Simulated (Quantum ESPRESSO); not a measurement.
**Na3BrO (Pm-3m): modes at Γ and the response to a field**

Which modes does Na3BrO (Pm-3m) have at the zone centre?

Main program and level: Quantum ESPRESSO 7.5; DFT LDA, scalar-relativistic, plane waves, PseudoDojo norm-conserving pseudopotentials.

## Step 1: Set-up

The structure is cubic, space group Pm-3m (No. 221). Conventional cell: a = 4.533 Å, b = 4.533 Å, c = 4.533 Å, α = 90.00°, β = 90.00°, γ = 90.00°. Nearest to Na lie 2 O at 2.27 Å and 4 Br at 3.21 Å and 8 Na at 3.21 Å. Br has 12 Na at 3.21 Å nearest. O has 6 Na at 2.27 Å nearest. Farther neighbours and most contacts between anions are not listed.

## Step 2: A first look

Before anything dear is run, a loose run with smearing shows whether this is a metal and how far the cell is from rest.

probe.in reads:

```
&CONTROL
  calculation = 'scf'
  prefix      = 'x'
  outdir      = './tmp'
  pseudo_dir  = './pseudo'
  tprnfor     = .true.
  tstress     = .true.
  verbosity   = 'high'
/
&SYSTEM
  ibrav       = 0
  nat         = 5
  ntyp        = 3
  ecutwfc     = 97.0
  occupations = 'smearing'
  smearing    = 'gaussian'
  degauss     = 0.01
/
&ELECTRONS
  conv_thr         = 1.0d-07
  mixing_beta      = 0.7
  electron_maxstep = 100
/
ATOMIC_SPECIES
 Na     22.9898  Na.upf
 Br     79.9040  Br.upf
 O      15.9990  O.upf
CELL_PARAMETERS angstrom
     4.533130000    0.000000000    0.000000000
     0.000000000    4.533130000    0.000000000
     0.000000000    0.000000000    4.533130000
ATOMIC_POSITIONS crystal
 Na     0.000000000   0.500000000   0.500000000
 Na     0.500000000   0.000000000   0.500000000
 Na     0.500000000   0.500000000   0.000000000
 Br     0.000000000   0.000000000   0.000000000
 O      0.500000000   0.500000000   0.500000000
K_POINTS automatic
 4 4 4 0 0 0
```

The run is started by

```sh
$ OMP_NUM_THREADS=1 mpirun -n 4 pw.x -nk 4 -in probe.in > probe.out
```

Output:

```text
[banners, grids, parts of the stress and lines that vanish by symmetry left out]
Program PWSCF v.7.5
     Message from routine setup:
     using ibrav=0 with symmetry is DISCOURAGED, use correct ibrav instead
[...]
kinetic-energy cutoff     =      97.0000  Ry
     charge density cutoff     =     388.0000  Ry
     scf convergence threshold =      1.0E-07
[...]
Exchange-correlation= SLA  PW   NOGX NOGC
                           (   1   4   0   0   0   0   0)
[...]
48 Sym. Ops., with inversion, found
[...]
(     0          1          0      )
                  (     0          0          1      )
[...]
(  0.0000000  1.0000000  0.0000000 )
                  (  0.0000000  0.0000000  1.0000000 )
[...]
(     0         -1          0      )
                  (     0          0          1      )
[...]
( -1.0000000  0.0000000  0.0000000 )
                  (  0.0000000  1.0000000  0.0000000 )
[...]
number of k points=    10  Gaussian smearing, width (Ry)=  0.0100
[...]
End of self-consistent calculation
[...]
the Fermi energy is     4.0690 ev
!    total energy              =    -338.62840626 Ry
[...]
convergence has been achieved in  10 iterations
[...]
atom    1 type  1   force =     0.00000000    0.00000000    0.00000000
     atom    2 type  1   force =     0.00000000    0.00000000    0.00000000
     atom    3 type  1   force =     0.00000000    0.00000000    0.00000000
     atom    4 type  2   force =     0.00000000    0.00000000    0.00000000
     atom    5 type  3   force =     0.00000000    0.00000000    0.00000000
[...]
Total force =     0.000000     Total SCF correction =     0.000000
[...]
total   stress  (Ry/bohr**3)                   (kbar)     P=      -20.60
[...]
XML data file, charge density, pseudopotentials, collected wavefunctions

   JOB DONE.
```

It took 13 s on 4 MPI ranks of Arm Neoverse V1, shared host; 51 s of CPU time.

Numbers from this step:

| Item | Value |
| --- | --- |
| volume per atom | 18.63 Å³ |
| pressure | -2.06 GPa |
| gap on the k-mesh | 1.882 eV |

A gap of 1.9 eV opens on this mesh, so the crystal is taken as an insulator; the start stands at -2.1 GPa.

## Step 3: Relaxing the cell and atoms

The relaxation runs at a cutoff a fifth above that of the response, since stress converges more slowly with the basis than frequencies do. Forces and stress are brought to rest with tight thresholds.

relax.in reads:

```
&CONTROL
  calculation   = 'vc-relax'
  prefix        = 'x'
  outdir        = './tmp'
  pseudo_dir    = './pseudo'
  tprnfor       = .true.
  tstress       = .true.
  forc_conv_thr = 2.0d-05
  etot_conv_thr = 1.0d-07
  nstep         = 40
/
&SYSTEM
  ibrav       = 0
  nat         = 5
  ntyp        = 3
  ecutwfc     = 116
  occupations = 'fixed'
  nbnd        = 22
/
&ELECTRONS
  conv_thr         = 1.0d-11
  mixing_beta      = 0.7
  electron_maxstep = 100
/
&IONS
/
&CELL
  press_conv_thr = 0.2
/
ATOMIC_SPECIES
 Na     22.9898  Na.upf
 Br     79.9040  Br.upf
 O      15.9990  O.upf
CELL_PARAMETERS angstrom
     4.533130000    0.000000000    0.000000000
     0.000000000    4.533130000    0.000000000
     0.000000000    0.000000000    4.533130000
ATOMIC_POSITIONS crystal
 Na     0.000000000   0.500000000   0.500000000
 Na     0.500000000   0.000000000   0.500000000
 Na     0.500000000   0.500000000   0.000000000
 Br     0.000000000   0.000000000   0.000000000
 O      0.500000000   0.500000000   0.500000000
K_POINTS automatic
 6 6 6 0 0 0
```

The run is started by

```sh
$ OMP_NUM_THREADS=1 mpirun -n 4 pw.x -nk 4 -in relax.in > relax.out
```

Output:

```text
[banners, grids, parts of the stress and lines that vanish by symmetry left out]
[banner, memory and clock lines left out]
Program PWSCF v.7.5

[...]
kinetic-energy cutoff     =     116.0000  Ry
     charge density cutoff     =     464.0000  Ry
     scf convergence threshold =      1.0E-11
[...]
energy convergence thresh.=      1.0E-07
     force convergence thresh. =      2.0E-05
     press convergence thresh. =      2.0E-01
     Exchange-correlation= SLA  PW   NOGX NOGC
                           (   1   4   0   0   0   0   0)
[...]
48 Sym. Ops., with inversion, found
[...]
number of k points=    20
[...]
End of self-consistent calculation
[...]
highest occupied, lowest unoccupied level (ev):     3.2038    5.0859
!    total energy              =    -338.62851377 Ry
[...]
convergence has been achieved in  15 iterations
[...]
atom    1 type  1   force =     0.00000000    0.00000000    0.00000000
     atom    2 type  1   force =     0.00000000    0.00000000    0.00000000
     atom    3 type  1   force =     0.00000000    0.00000000    0.00000000
     atom    4 type  2   force =     0.00000000    0.00000000    0.00000000
     atom    5 type  3   force =     0.00000000    0.00000000    0.00000000
     Total force =     0.000000     Total SCF correction =     0.000000
[...]
total   stress  (Ry/bohr**3)                   (kbar)     P=      -20.61
[...]
number of bfgs steps    =   0
[...]
CELL_PARAMETERS (angstrom)
[...]
ATOMIC_POSITIONS (crystal)
Na               0.0000000000        0.5000000000        0.5000000000
Na               0.5000000000        0.0000000000        0.5000000000
Na               0.5000000000        0.5000000000        0.0000000000
Br               0.0000000000        0.0000000000        0.0000000000
[...]
New effective cutoffs (rho, wfc):  467.00  116.81
[...]
End of self-consistent calculation
[...]
highest occupied, lowest unoccupied level (ev):     3.2873    5.2003
!    total energy              =    -338.62936341 Ry
[...]
convergence has been achieved in   8 iterations
[...]
atom    1 type  1   force =     0.00000000    0.00000000    0.00000000
     atom    2 type  1   force =     0.00000000    0.00000000    0.00000000
     atom    3 type  1   force =     0.00000000    0.00000000    0.00000000
     atom    4 type  2   force =     0.00000000    0.00000000    0.00000000
     atom    5 type  3   force =     0.00000000    0.00000000    0.00000000
     Total force =     0.000000     Total SCF correction =     0.000000
[...]
total   stress  (Ry/bohr**3)                   (kbar)     P=      -17.32
[...]
number of bfgs steps    =   1
[...]
WARNING: bfgs curvature condition failed, Theta= 0.959
[...]
CELL_PARAMETERS (angstrom)
[...]
ATOMIC_POSITIONS (crystal)
[...]
New effective cutoffs (rho, wfc):  471.97  118.05
[...]
End of self-consistent calculation
[...]
highest occupied, lowest unoccupied level (ev):     3.4153    5.3757
!    total energy              =    -338.63034266 Ry
[...]
convergence has been achieved in   9 iterations
[...]
atom    1 type  1   force =     0.00000000    0.00000000    0.00000000
     atom    2 type  1   force =     0.00000000    0.00000000    0.00000000
     atom    3 type  1   force =     0.00000000    0.00000000    0.00000000
[...]
total   stress  (Ry/bohr**3)                   (kbar)     P=       -3.28
[...]
number of bfgs steps    =   3
[...]
CELL_PARAMETERS (angstrom)
[...]
ATOMIC_POSITIONS (crystal)
[...]
New effective cutoffs (rho, wfc):  482.39  120.66
[...]
End of self-consistent calculation
[...]
highest occupied, lowest unoccupied level (ev):     3.6883    5.7506
!    total energy              =    -338.63116172 Ry
[...]
convergence has been achieved in   8 iterations
[...]
Total force =     0.000000     Total SCF correction =     0.000000
[...]
total   stress  (Ry/bohr**3)                   (kbar)     P=        0.20
[...]
number of bfgs steps    =   4
[...]
CELL_PARAMETERS (angstrom)
[...]
ATOMIC_POSITIONS (crystal)
[...]
New effective cutoffs (rho, wfc):  482.23  120.62
[...]
End of self-consistent calculation
[...]
highest occupied, lowest unoccupied level (ev):     3.6841    5.7449
!    total energy              =    -338.63116192 Ry
[...]
convergence has been achieved in   7 iterations
[...]
Total force =     0.000000     Total SCF correction =     0.000000
[...]
total   stress  (Ry/bohr**3)                   (kbar)     P=       -0.00
[...]
number of bfgs steps    =   5
[...]
small trust_radius: resetting bfgs history
[...]
CELL_PARAMETERS (angstrom)
[...]
ATOMIC_POSITIONS (crystal)
[...]
New effective cutoffs (rho, wfc):  482.23  120.62
[...]
End of self-consistent calculation
[...]
highest occupied, lowest unoccupied level (ev):     3.6841    5.7449
!    total energy              =    -338.63116192 Ry
[...]
convergence has been achieved in   3 iterations
[...]
atom    3 type  1   force =     0.00000000    0.00000000    0.00000000
     atom    4 type  2   force =     0.00000000    0.00000000    0.00000000
     atom    5 type  3   force =     0.00000000    0.00000000    0.00000000
     Total force =     0.000000     Total SCF correction =     0.000000
[...]
total   stress  (Ry/bohr**3)                   (kbar)     P=       -0.00
[...]
bfgs converged in   7 scf cycles and   6 bfgs steps
[...]
End of BFGS Geometry Optimization
     Final enthalpy           =    -338.6311619153 Ry
     File ./tmp/x.bfgs deleted, as requested
[...]
CELL_PARAMETERS (angstrom)
[...]
ATOMIC_POSITIONS (crystal)
[...]
Br               0.0000000000        0.0000000000        0.0000000000
O                0.5000000000        0.5000000000        0.5000000000
[...]
Final scf calculation at the relaxed structure.
[...]
kinetic-energy cutoff     =     116.0000  Ry
     charge density cutoff     =     464.0000  Ry
     scf convergence threshold =      1.0E-13
[...]
press convergence thresh. =      2.0E-01
     Exchange-correlation= SLA  PW   NOGX NOGC
                           (   1   4   0   0   0   0   0)
[...]
48 Sym. Ops., with inversion, found
[...]
number of k points=    20
[...]
End of self-consistent calculation
[...]
highest occupied, lowest unoccupied level (ev):     3.6841    5.7449
!    total energy              =    -338.63114728 Ry
[...]
convergence has been achieved in  16 iterations
[...]
atom    1 type  1   force =     0.00000000    0.00000000    0.00000000
     atom    2 type  1   force =     0.00000000    0.00000000    0.00000000
     atom    3 type  1   force =     0.00000000    0.00000000    0.00000000
     atom    4 type  2   force =     0.00000000    0.00000000    0.00000000
     atom    5 type  3   force =     0.00000000    0.00000000    0.00000000
     Total force =     0.000000     Total SCF correction =     0.000000
[...]
total   stress  (Ry/bohr**3)                   (kbar)     P=        0.02
[...]
XML data file, charge density, pseudopotentials, collected wavefunctions
```

It took 2.6 min on 4 MPI ranks.

The steps of the relaxation:

```csv
step,energy less that of the first step (eV),largest force (eV/Å),pressure (GPa),volume (Å³)
1,0.0000,0.0000,-2.06,93.15
2,-0.0116,0.0000,-1.73,92.18
3,-0.0249,0.0000,-1.20,90.73
4,-0.0353,0.0000,-0.33,88.58
5,-0.0360,0.0000,0.02,87.80
6,-0.0360,0.0000,0.00,87.84
7,-0.0360,0.0000,0.00,87.84
8,-0.0358,0.0000,0.00,87.84
```

```
conventional cell, symmetrised  before  after  change
                         a (Å)   4.533  4.445  -1.9 %
                         b (Å)   4.533  4.445  -1.9 %
                         c (Å)   4.533  4.445  -1.9 %
              volume (Å³/atom)   18.63  17.57  -5.7 %
```

Final coordinates:

```xyz
5
Lattice="4.4453 0.0000 0.0000 0.0000 4.4453 0.0000 0.0000 0.0000 4.4453" Properties=species:S:1:pos:R:3 pbc="T T T"
Na    0.0000    2.2227    2.2227
Na    2.2227    0.0000    2.2227
Na    2.2227    2.2227    0.0000
Br    0.0000    0.0000    0.0000
O     2.2227    2.2227    2.2227
```

The last row of the table of steps is pw.x's closing run on a basis chosen anew for the final cell, so its energy can jump.

This step gave:

```
volume per atom   : 17.57 Å³
pressure          : 0.002 GPa
gap on the k-mesh : 2.061 eV
```

The volume changes by -5.7 % from the cell with which this run began.

## Step 4: Self-consistent run for the response

Perturbation theory inherits every error of the wavefunctions, so the threshold is set near the limit of the arithmetic. With a gap, occupations are fixed, which also allows the response to an electric field.

scf.in reads:

```
&CONTROL
  calculation = 'scf'
  prefix      = 'x'
  outdir      = './tmp'
  pseudo_dir  = './pseudo'
  tprnfor     = .true.
  tstress     = .true.
/
&SYSTEM
  ibrav       = 0
  nat         = 5
  ntyp        = 3
  ecutwfc     = 97.0
  occupations = 'fixed'
  nbnd        = 22
/
&ELECTRONS
  conv_thr         = 1.0d-12
  mixing_beta      = 0.7
  electron_maxstep = 100
/
ATOMIC_SPECIES
 Na     22.9898  Na.upf
 Br     79.9040  Br.upf
 O      15.9990  O.upf
CELL_PARAMETERS angstrom
     4.445344502    0.000000000    0.000000000
     0.000000000    4.445344502    0.000000000
     0.000000000    0.000000000    4.445344502
ATOMIC_POSITIONS crystal
 Na     0.000000000   0.500000000   0.500000000
 Na     0.500000000   0.000000000   0.500000000
 Na     0.500000000   0.500000000   0.000000000
 Br     0.000000000   0.000000000   0.000000000
 O      0.500000000   0.500000000   0.500000000
K_POINTS automatic
 6 6 6 0 0 0
```

The run is started by

```sh
$ OMP_NUM_THREADS=1 mpirun -n 4 pw.x -nk 4 -in scf.in > scf.out
```

Output:

```text
[banners, grids, parts of the stress and lines that vanish by symmetry left out]
[banner, memory and clock lines left out]
Program PWSCF v.7.5

[...]
kinetic-energy cutoff     =      97.0000  Ry
     charge density cutoff     =     388.0000  Ry
     scf convergence threshold =      1.0E-12
[...]
Exchange-correlation= SLA  PW   NOGX NOGC
                           (   1   4   0   0   0   0   0)
[...]
48 Sym. Ops., with inversion, found
[...]
number of k points=    20
[...]
End of self-consistent calculation
[...]
highest occupied, lowest unoccupied level (ev):     3.6841    5.7449
!    total energy              =    -338.63110155 Ry
[...]
convergence has been achieved in  16 iterations
[...]
atom    1 type  1   force =     0.00000000    0.00000000    0.00000000
     atom    2 type  1   force =     0.00000000    0.00000000    0.00000000
     atom    3 type  1   force =     0.00000000    0.00000000    0.00000000
     atom    4 type  2   force =     0.00000000    0.00000000    0.00000000
     atom    5 type  3   force =     0.00000000    0.00000000    0.00000000
     Total force =     0.000000     Total SCF correction =     0.000000
[...]
total   stress  (Ry/bohr**3)                   (kbar)     P=       -0.03
[...]
XML data file, charge density, pseudopotentials, collected wavefunctions
```

Elapsed: 28 s, on 4 MPI ranks.

Read from the output:

| Quantity | Value |
| --- | --- |
| pressure | -0.003000 GPa |

The cell stands at -0.0030 GPa, close enough for phonons.

(Part 1 of 3 ends here.)

[Host names and launcher messages were left out of these logs when they were recorded.]

[Logs are printed without paths, hosts, clocks, repeated set-up lines and the standing remarks that a program may print on its own settings, such as how far it seeks lower states.]

[Hosts, paths, dates, database ids (printed as entryN), source tags and the programs' standing remarks are cut or masked in the printed files.]
